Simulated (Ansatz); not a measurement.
**PtS2 (P-3m1): how ε∞ follows the gap**

The empty bands of PtS2 (P-3m1) are shifted up rigidly by Δ, and ε∞ along x is computed for each shift. x, y and z are the Cartesian axes of the input cell.

It takes space group P-3m1 (No. 164, trigonal). Conventional cell: a = 3.543 Å, b = 3.543 Å, c = 5.039 Å, α = 90.00°, β = 90.00°, γ = 120.00°. Around Pt on site a lie 6 S at 2.34 Å. S on site d is surrounded by 3 Pt at 2.34 Å.

Method: Ansatz 0.2.0, LDA, independent particles, k-mesh 12×12×6 with interpolation inside its cells, Gaussian parameter 0.1 eV.

Launch of the response step: `ansatz run input.yaml --threads 4 --pin off --max-ram 8192MiB --backend cpu --events-out ev --progress --plain --runs-dir out`. The series took 5.1 min in all, on 4 threads of AMD EPYC (Zen 3), with other jobs on the host.

| Δ (eV) | ε∞ along x |
| --- | --- |
| 0.00 | 21.214 |
| 0.40 | ? |
| 0.80 | 16.504 |
| 1.20 | 14.984 |
| 1.60 | 13.771 |
| 2.00 | 12.775 |

With one effective transition at E₀ and fixed dipole strength, ε∞ − 1 = A/(E₀ + Δ), so 1/(ε∞ − 1) is linear in Δ.

Working, on the rows shown:

| x = Δ (eV) | y = 1/(ε∞ − 1) |
| --- | --- |
| 0 | 0.0494707 |
| 0.8 | 0.0644995 |
| 1.2 | 0.0715103 |
| 1.6 | 0.0783024 |
| 2 | 0.0849257 |

Means: x̄ = 1.12, ȳ = 0.069742. Σ(x − x̄)(y − ȳ) = 0.04199, Σ(x − x̄)² = 2.368. Slope = 0.04199 / 2.368 = 0.01773; intercept = ȳ − slope · x̄ = 0.04988. Turned back into ε∞ along x, the line misses the rows shown by at most 0.17.

Question: What does the fit predict for the withheld row, and how well does it do?

Answer: At x = 0.4 the line gives y = 0.056973, that is 18.552. The run gave 18.484, so the interpolation is off by 0.068, 0.8 % of the range in the table.

Refitted with all rows, the slope is 0.01769 and the intercept 0.049964. These give E₀ = intercept/slope = 2.8 eV, far above the least direct gap of 1.02 eV: most of the screening comes from transitions well over the edge. Over the first step ε∞ falls by 32 % per eV. Excitons are left out and so are local fields; LDA gaps are as a rule too small. Spin-orbit coupling is left out.
